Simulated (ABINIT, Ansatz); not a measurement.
## Ba2TaBiO6 (R-3): bands and cutoff in G0W0 with ABINIT

What does each rung of G0W0 on Ba2TaBiO6 (R-3) cost, and what does it buy?

Calculated with ABINIT 10.8.3; LDA and many-body steps on it, plane waves.

**1. The starting structure**

Symmetry: R-3, No. 148, trigonal system. The conventional cell has a = 6.151 Å, b = 6.151 Å, c = 14.869 Å, α = 90.00°, β = 90.00°, γ = 120.00°. Ba has 12 O at 2.76 to 3.40 Å nearest. Nearest to Ta lie 6 O at 2.01 Å. Nearest to Bi lie 6 O at 2.36 Å. Nearest to O lie 1 Ta at 2.01 Å and 1 Bi at 2.36 Å and 4 Ba at 2.76 to 3.40 Å. Farther neighbours and most contacts between anions are not listed.

The cell and positions are those that the Materials Project relaxed with its own functionals (PBE, PBE+U or r2SCAN), kept fixed. Spin-orbit coupling is left out unless a step names it.

**2. Empty states on the mesh, 2×2×2 mesh, 424 bands**

This step: ABINIT 10.8.3; DFT, LDA, plane waves, norm-conserving pseudopotentials.

The sums over transitions need many empty states on a uniform mesh; this step solves for them.

Input file run.abi:

```
acell 3*1.0 Angstrom
rprim 
  3.075626834241 1.775713980676 4.956223105800
  -3.075626834241 1.775713980676 4.956223105800
  0.000000000000 -3.551427961352 4.956223105800
ntypat 4
znucl 56 73 83 8
natom 10
typat 1 1 2 3 4 4 4 4 4 4
xred 
  0.748816000000 0.748816000000 0.748816000000
  0.251184000000 0.251184000000 0.251184000000
  0.500000000000 0.500000000000 0.500000000000
  0.000000000000 0.000000000000 0.000000000000
  0.725510000000 0.218856000000 0.322035000000
  0.218856000000 0.322035000000 0.725510000000
  0.322035000000 0.725510000000 0.218856000000
  0.274490000000 0.781144000000 0.677965000000
  0.677965000000 0.274490000000 0.781144000000
  0.781144000000 0.677965000000 0.274490000000
pp_dirpath "pseudos"
pseudos "Ba.upf, Ta.upf, Bi.upf, O.upf"
ecut 62
ngkpt 2 2 2
nshiftk 1
shiftk 0 0 0
kptopt 1
chksymbreak 0
iscf -2
irdden 1
istwfk *1
nband 424
nbdbuf 38
tolwfr 1e-09
nstep 60
prtvol 0
indata_prefix "in"
outdata_prefix "out"
tmpdata_prefix "tmp"
```

Run with:

```bash
> OMP_NUM_THREADS=1 mpirun -n 4 abinit run.abi > log
```

Numbers of over 12 decimals in the logs are rounded to 6 here.

The log of the run:

```text
.Version 10.8.3 of ABINIT. v10.8.2 released Aug 2026.

 Symmetries : space group R-3 (#148); Bravais hR (rhombohedral)
[... echo of the input left out ...]
== DATASET  1 ==================================================================
-   mpi_nproc: 4, omp_nthreads: 1 (-1 if OMP is not activated)

--- !DatasetInfo
iteration_state: {dtset: 1, }
dimensions: {natom: 10, nkpt: 4, mband: 424, nsppol: 1, nspinor: 1, nspden: 1, mpw: 25587, }
cutoff_energies: {ecut:  62.0, pawecutdg:  -1.0, }
[...]
3.49817    3.49818    3.50474    3.50474    3.52789    3.53570    3.53579    3.53976
   3.54168    3.54171    3.54981    3.56541    3.57912    3.59231    3.59459    3.59729
 prteigrs : prtvol=0 or 1, do not print more k-points.

== END DATASET(S) ==============================================================
================================================================================

 -outvars: echo values of variables after computation  --------
            nband         424
             nkpt           4
          spgroup         148
 [... the other variables as echoed above ...]

 Calculation completed.
```

Run time: 18 min. Hardware: 4 MPI ranks of Arm Neoverse V1, shared host; peak memory 1.4 GiB.

Numbers from this step:

* gap: 2.549 eV
* k of the valence top: 0.5, 0.5, 0.5
* k of the conduction bottom: 0.5, 0, 0
* least direct gap: 2.577 eV
* k points computed: 4
* lowest point of the top converged band, above the valence top: 83.7490 eV

On this mesh the gap is 2.549 eV.

The density comes from a self-consistent run that is not shown.

**3. Screening, 2×2×2 mesh, 94 bands, screening to 76.2 eV**

The RPA dielectric matrix is built and inverted for each q.

This step: RPA screening on LDA, plane waves, norm-conserving pseudopotentials.

Changes to run.abi since step 2:

```diff
@@ -28,10 +28,11 @@
 chksymbreak 0
-iscf -2
-irdden 1
 istwfk *1
-nband 424
-nbdbuf 38
-tolwfr 1e-09
-nstep 60
-prtvol 0
+occopt 1
+irdwfk 1
+optdriver 3
+nband 94
+ecuteps 2.8
+inclvkb 2
+awtr 1
+symchi 1
 indata_prefix "in"
```

The log of the run:

```text
.Version 10.8.3 of ABINIT. v10.8.2 released Aug 2026.

 Symmetries : space group R-3 (#148); Bravais hR (rhombohedral)
[... echo of the input left out ...]
== DATASET  1 ==================================================================
-   mpi_nproc: 4, omp_nthreads: 1 (-1 if OMP is not activated)

--- !DatasetInfo
iteration_state: {dtset: 1, }
dimensions: {natom: 10, nkpt: 4, mband: 94, nsppol: 1, nspinor: 1, nspden: 1, mpw: 25587, }
cutoff_energies: {ecut:  62.0, pawecutdg:  -1.0, }
electrons: {nelect:   1.06000000E+02, charge:   0.00000000E+00, occopt:   1.00000000E+00, tsmear:   1.00000000E-02, }

 SCREENING: Calculation of the susceptibility and dielectric matrices

 Based on a program developped by R.W. Godby, V. Olevano, G. Onida, and L. Reining.
 Incorporated in ABINIT by V. Olevano, G.-M. Rignanese, and M. Torrent.
.Using double precision arithmetic ; gwpc =  8

[... cell and pseudopotentials left out ...]
--------------------------------------------------------------------------------

 ==== K-mesh for the wavefunctions ====
 Number of points in the irreducible wedge :     4
[... list of points left out ...]
 Together with  6 symmetry operations and time-reversal symmetry
 yields     8 points in the full Brillouin Zone.

 ==== Q-mesh for the screening function ====
 Number of points in the irreducible wedge :     4
[... list of points left out ...]
 Together with  6 symmetry operations and time-reversal symmetry
 yields     8 points in the full Brillouin Zone.

 setmesh: FFT mesh size selected  =    50x   50x   50
          total number of points  =       125000

 vcoul_init : cutoff-mode = AUXILIARY_FUNCTION
 q-points for optical limit:   1
     1)      0.000010    0.000020    0.000030

- screening: taking advantage of time-reversal symmetry
- Maximum band index for partially occupied states nbvw = 53
- Remaining bands to be divided among processors   nbcw = 41
- Number of bands treated by each node ~10

 Number of electrons calculated from density =  106.0000; Expected =  106.0000
 average of density, n =  0.096716
 r_s =    1.3515
 omega_plasma =   29.9989 [eV]

 calculating chi0 at frequencies [eV] :
  1    0.000000E+00    0.000000E+00
  2    0.000000E+00    2.999894E+01

--------------------------------------------------------------------------------
  q-point number  1        q = ( 0.000000, 0.000000, 0.000000) [r.l.u.]
--------------------------------------------------------------------------------
[... chi0 elements left out ...]
 For q-point:  0.000010 0.000020 0.000030
  dielectric constant =   6.6408
  dielectric constant without local fields =   7.0373

  Average fulfillment of the sum rule on Im[epsilon] for q-point    1 :     24.41  [%]
[... wings left out ...]
  q-point number  2        q = ( 0.500000, 0.000000, 0.000000) [r.l.u.]
--------------------------------------------------------------------------------
[... chi0 elements left out ...]
  Average fulfillment of the sum rule on Im[epsilon] for q-point    2 :     31.90  [%]

 [... 2 further q-points ...]
```

Wall time 1.8 min (4 MPI ranks); peak memory 4.9 GiB.

This step gave:

```
ε∞ with local fields, on this mesh, along the program's q direction : 6.641
the same without local fields                                       : 7.037
plasma frequency                                                    : 30.00 eV
plane waves in the screening matrix                                 : 259
```

Local fields lower ε∞ by 6 %. On a Γ-centred mesh this coarse the value itself is usually too large, while a short band sum pulls it down.

**4. 94 bands, 76.2 eV**

The self-energy is evaluated for the states that the input lists, and the levels follow from it, in one-shot runs by the linearised quasiparticle equation.

This step: G0W0 on LDA, plane waves, norm-conserving pseudopotentials.

Changes to run.abi since step 3:

```diff
@@ -31,8 +31,19 @@
 irdwfk 1
-optdriver 3
+optdriver 4
 nband 94
+gwcalctyp 0
+ecutsigx 62
+symsigma 1
+nkptgw 3
+kptgw 
+  0.5000000000 0.5000000000 0.5000000000
+  0.5000000000 0.0000000000 0.0000000000
+  0.0000000000 0.0000000000 0.0000000000
+bdgw 
+  52 56
+  52 55
+  51 55
 ecuteps 2.8
-inclvkb 2
-awtr 1
-symchi 1
+irdscr 1
+ppmodel 1
 indata_prefix "in"
```

The log of the run:

```text
.Version 10.8.3 of ABINIT. v10.8.2 released Aug 2026.

 Symmetries : space group R-3 (#148); Bravais hR (rhombohedral)
[... echo of the input left out ...]
== DATASET  1 ==================================================================
-   mpi_nproc: 4, omp_nthreads: 1 (-1 if OMP is not activated)

--- !DatasetInfo
iteration_state: {dtset: 1, }
dimensions: {natom: 10, nkpt: 4, mband: 94, nsppol: 1, nspinor: 1, nspden: 1, mpw: 25587, }
cutoff_energies: {ecut:  62.0, pawecutdg:  -1.0, }
electrons: {nelect:   1.06000000E+02, charge:   0.00000000E+00, occopt:   1.00000000E+00, tsmear:   1.00000000E-02, }

 SIGMA: Calculation of the GW corrections

 Based on a program developped by R.W. Godby, V. Olevano, G. Onida, and L. Reining.
 Incorporated in ABINIT by V. Olevano, G.-M. Rignanese, and M. Torrent.
.Using double precision arithmetic ; gwpc =  8

[... cell and pseudopotentials left out ...]
--------------------------------------------------------------------------------

 ==== K-mesh for the wavefunctions ====
 Number of points in the irreducible wedge :     4
[... list of points left out ...]
 Together with  6 symmetry operations and time-reversal symmetry
 yields     8 points in the full Brillouin Zone.

 ==== Q-mesh for screening function ====
 Number of points in the irreducible wedge :     4
[... list of points left out ...]
 Together with  6 symmetry operations and time-reversal symmetry
 yields     8 points in the full Brillouin Zone.

 vcoul_init : cutoff-mode = AUXILIARY_FUNCTION
 q-points for optical limit:   1
     1)      0.000010    0.000020    0.000030
 setmesh: FFT mesh size selected  =    81x   81x   81
          total number of points  =       531441

 Number of electrons calculated from density =  106.0000; Expected =  106.0000
 average of density, n =  0.096716
 r_s =    1.3515
 omega_plasma =   29.9989 [eV]

 === KS Band Gaps ===
  >>>> For spin  1
   Minimum direct gap =   2.5771 [eV], located at k-point      :   0.5000  0.0000  0.0000
   Fundamental gap    =   2.5491 [eV], Top of valence bands at :   0.5000  0.5000  0.5000
                                       Bottom of conduction at :   0.5000  0.0000  0.0000
 SIGMA fundamental parameters:
 PLASMON POLE MODEL  1
 number of plane-waves for SigmaX                25587
 number of plane-waves for SigmaC and W            259
 number of plane-waves for wavefunctions         25587
 number of bands                                    94
 number of independent spin polarizations            1
 number of spinorial components                      1
 number of k-points in IBZ                           4
 number of q-points in IBZ                           4
 number of symmetry operations                       6
 number of k-points in BZ                            8
 number of q-points in BZ                            8
 number of frequencies for dSigma/dE                 9
 frequency step for dSigma/dE [eV]                0.25
 number of omega for Sigma on real axis              0
 max omega for Sigma on real axis  [eV]           0.00
 zcut for avoiding poles [eV]                     0.10

 EPSILON^-1 parameters (SCR file):
 dimension of the eps^-1 matrix on file            259
 dimension of the eps^-1 matrix used               259
 number of plane-waves for wavefunctions         25587
 number of bands                                    94
 number of q-points in IBZ                           4
 number of frequencies                               2
 number of real frequencies                          1
 number of imag frequencies                          1

 matrix elements of self-energy operator (all in [eV])

 Perturbative Calculation

--- !SelfEnergy_ee
iteration_state: {dtset: 1, }
kpoint     : [   0.500,    0.500,    0.500, ]
spin       : 1
KS_gap     :    2.682
QP_gap     :    3.703
Delta_QP_KS:    1.020
data: !SigmaeeData |
     Band     E0 <VxcDFT>   SigX SigC(E0)      Z dSigC/dE  Sig(E)    E-E0       E
       52   4.962 -18.586 -23.417   5.282   0.758  -0.319 -18.244   0.342   5.304
       53   6.493 -20.412 -23.480   4.056   0.785  -0.274 -19.637   0.775   7.268
       54   9.175 -15.195 -10.580  -2.445   0.827  -0.208 -13.399   1.796  10.971
       55   9.631 -15.656 -11.060  -2.391   0.826  -0.211 -13.835   1.821  11.452
       56   9.631 -15.656 -11.060  -2.391   0.826  -0.211 -13.835   1.821  11.452

--- !SelfEnergy_ee
iteration_state: {dtset: 1, }
kpoint     : [   0.500,    0.000,    0.000, ]
spin       : 1
KS_gap     :    2.577
QP_gap     :    3.591
Delta_QP_KS:    1.014
data: !SigmaeeData |
     Band     E0 <VxcDFT>   SigX SigC(E0)      Z dSigC/dE  Sig(E)    E-E0       E
       52   5.236 -18.788 -23.488   5.178   0.759  -0.317 -18.425   0.363   5.600
[...]
--- !SelfEnergy_ee
iteration_state: {dtset: 1, }
kpoint     : [   0.000,    0.000,    0.000, ]
spin       : 1
KS_gap     :    3.947
QP_gap     :    5.325
Delta_QP_KS:    1.378
data: !SigmaeeData |
     Band     E0 <VxcDFT>   SigX SigC(E0)      Z dSigC/dE  Sig(E)    E-E0       E
[...]
53   5.708 -19.360 -23.390   4.734   0.767  -0.304 -18.820   0.541   6.248
       54   9.655 -13.384  -8.865  -2.224   0.836  -0.196 -11.466   1.918  11.573
       55   9.838 -16.696 -11.919  -2.694   0.813  -0.230 -15.003   1.693  11.531

== END DATASET(S) ==============================================================
================================================================================

 -outvars: echo values of variables after computation  --------
           etotal      0.0000000000E+00
            nband          94
             nkpt           4
          spgroup         148
 [... the other variables as echoed above ...]

 Calculation completed.
```

Run time: 25 s. Hardware: 4 MPI ranks; peak memory 3.2 GiB; 100 s of CPU time.

This step gave:

```
G0W0 gap on the points computed              : 3.561 eV
starting gap on the mesh                     : 2.549 eV
k of the valence top                         : 0.5, 0.5, 0.5
k of the conduction bottom                   : 0.5, 0, 0
Z at the valence top                         : 0.785
Z at the conduction bottom                   : 0.829
least direct G0W0 gap on the computed points : 3.591 eV
```

The gap on the mesh goes from 2.55 eV to 3.56 eV, a correction of +1.01 eV.

**5. Screening, 2×2×2 mesh, 188 bands, screening to 141.5 eV**

This step: RPA screening on LDA, plane waves, norm-conserving pseudopotentials.

Changes to run.abi since step 4:

```diff
@@ -31,19 +31,8 @@
 irdwfk 1
-optdriver 4
-nband 94
-gwcalctyp 0
-ecutsigx 62
-symsigma 1
-nkptgw 3
-kptgw 
-  0.5000000000 0.5000000000 0.5000000000
-  0.5000000000 0.0000000000 0.0000000000
-  0.0000000000 0.0000000000 0.0000000000
-bdgw 
-  52 56
-  52 55
-  51 55
-ecuteps 2.8
-irdscr 1
-ppmodel 1
+optdriver 3
+nband 188
+ecuteps 5.2
+inclvkb 2
+awtr 1
+symchi 1
 indata_prefix "in"
```

The log of the run:

```text
.Version 10.8.3 of ABINIT. v10.8.2 released Aug 2026.

 Symmetries : space group R-3 (#148); Bravais hR (rhombohedral)
[... echo of the input left out ...]
== DATASET  1 ==================================================================
-   mpi_nproc: 4, omp_nthreads: 1 (-1 if OMP is not activated)

--- !DatasetInfo
iteration_state: {dtset: 1, }
dimensions: {natom: 10, nkpt: 4, mband: 188, nsppol: 1, nspinor: 1, nspden: 1, mpw: 25587, }
cutoff_energies: {ecut:  62.0, pawecutdg:  -1.0, }
electrons: {nelect:   1.06000000E+02, charge:   0.00000000E+00, occopt:   1.00000000E+00, tsmear:   1.00000000E-02, }

 SCREENING: Calculation of the susceptibility and dielectric matrices

 Based on a program developped by R.W. Godby, V. Olevano, G. Onida, and L. Reining.
 Incorporated in ABINIT by V. Olevano, G.-M. Rignanese, and M. Torrent.
.Using double precision arithmetic ; gwpc =  8

[... cell and pseudopotentials left out ...]
--------------------------------------------------------------------------------

 ==== K-mesh for the wavefunctions ====
 Number of points in the irreducible wedge :     4
[... list of points left out ...]
 Together with  6 symmetry operations and time-reversal symmetry
 yields     8 points in the full Brillouin Zone.

 ==== Q-mesh for the screening function ====
 Number of points in the irreducible wedge :     4
[... list of points left out ...]
 Together with  6 symmetry operations and time-reversal symmetry
 yields     8 points in the full Brillouin Zone.

 setmesh: FFT mesh size selected  =    54x   54x   54
          total number of points  =       157464

 vcoul_init : cutoff-mode = AUXILIARY_FUNCTION
 q-points for optical limit:   1
     1)      0.000010    0.000020    0.000030

- screening: taking advantage of time-reversal symmetry
- Maximum band index for partially occupied states nbvw = 53
- Remaining bands to be divided among processors   nbcw = 135
- Number of bands treated by each node ~33

 Number of electrons calculated from density =  106.0000; Expected =  106.0000
 average of density, n =  0.096716
 r_s =    1.3515
 omega_plasma =   29.9989 [eV]

 calculating chi0 at frequencies [eV] :
  1    0.000000E+00    0.000000E+00
  2    0.000000E+00    2.999894E+01

--------------------------------------------------------------------------------
  q-point number  1        q = ( 0.000000, 0.000000, 0.000000) [r.l.u.]
--------------------------------------------------------------------------------
[... chi0 elements left out ...]
 For q-point:  0.000010 0.000020 0.000030
  dielectric constant =   6.5866
  dielectric constant without local fields =   7.1989

  Average fulfillment of the sum rule on Im[epsilon] for q-point    1 :     50.55  [%]
[... wings left out ...]
  q-point number  2        q = ( 0.500000, 0.000000, 0.000000) [r.l.u.]
--------------------------------------------------------------------------------
[... chi0 elements left out ...]
  Average fulfillment of the sum rule on Im[epsilon] for q-point    2 :     56.48  [%]

 [... 2 further q-points ...]
```

It took 6.2 min on 4 MPI ranks; peak memory 6.2 GiB.

This step gave:

* ε∞ with local fields, on this mesh, along the program's q direction: 6.587
* the same without local fields: 7.199
* plasma frequency: 30.00 eV
* plane waves in the screening matrix: 609

(Part 1 of 2 ends here.)

[Paths, hosts, dates, memory and timing lines, banners, echoed tables and standing remarks are left out of the program output.]

[Logs are printed without paths, hosts, clocks, repeated set-up lines and the standing remarks that a program may print on its own settings, such as how far it seeks lower states.]

[Runs of the session that timed out or met a known fault of the program may be left out.]

[Hosts, paths, dates, database ids (printed as entryN), source tags and the programs' standing remarks are cut or masked in the printed files.]

[G0W0 gaps are taken among the corrected bands and points alone; a level outside them can change the order at an edge.]

[Where Ansatz stands beside ABINIT at settings called matched, ABINIT's density can come from a denser mesh and the files from another edition; pairs whose starting gaps differed by over 0.03 eV were left out, so agreement reads better than it is.]
